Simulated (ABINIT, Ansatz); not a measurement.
Planning a run of ABINIT 10.8.3 on InF3 (R-3c). The input:

```
acell 3*1.0 Angstrom
rprim 
  2.602141182914 1.502346912402 4.907506134507
  -2.602141182914 1.502346912402 4.907506134507
  0.000000000000 -3.004693824873 4.907506134486
ntypat 2
znucl 49 9
natom 8
typat 1 1 2 2 2 2 2 2
xred 
  0.500000000000 0.500000000000 0.500000000000
  -0.000000000000 0.000000000000 0.000000000000
  0.395709220000 0.750000000000 0.104290780000
  0.750000000000 0.104290780000 0.395709220000
  0.895709220000 0.604290780000 0.250000000000
  0.250000000000 0.895709220000 0.604290780000
  0.604290780000 0.250000000000 0.895709220000
  0.104290780000 0.395709220000 0.750000000000
pp_dirpath "pseudos"
pseudos "In.upf, F.upf"
ecut 36
ngkpt 6 6 6
nshiftk 1
shiftk 0.11 0.21 0.31
kptopt 3
chksymbreak 0
iscf -2
irdden 1
istwfk *1
nband 62
nbdbuf 4
tolwfr 1e-09
nstep 60
prtvol 0
indata_prefix "in"
outdata_prefix "out"
tmpdata_prefix "tmp"
```

```sh
OMP_NUM_THREADS=1 mpirun -n 8 abinit run.abi > log
```

**Question.** Estimate wall time and host memory on 8 MPI ranks of Arm Neoverse V1, shared host.

It took 6.2 min; on shared hardware allow 3.1 min to 12 min. Peak host memory was 2.3 GiB.

[Paths, hosts, dates, memory and timing lines, banners, echoed tables and standing remarks are left out of the program output.]

[Logs are printed without paths, hosts, clocks, repeated set-up lines and the standing remarks that a program may print on its own settings, such as how far it seeks lower states.]

[Runs of the session that timed out or met a known fault of the program may be left out.]

[Hosts, paths, dates, database ids (printed as entryN), source tags and the programs' standing remarks are cut or masked in the printed files.]

[G0W0 gaps are taken among the corrected bands and points alone; a level outside them can change the order at an edge.]

[Where Ansatz stands beside ABINIT at settings called matched, ABINIT's density can come from a denser mesh and the files from another edition; pairs whose starting gaps differed by over 0.03 eV were left out, so agreement reads better than it is.]
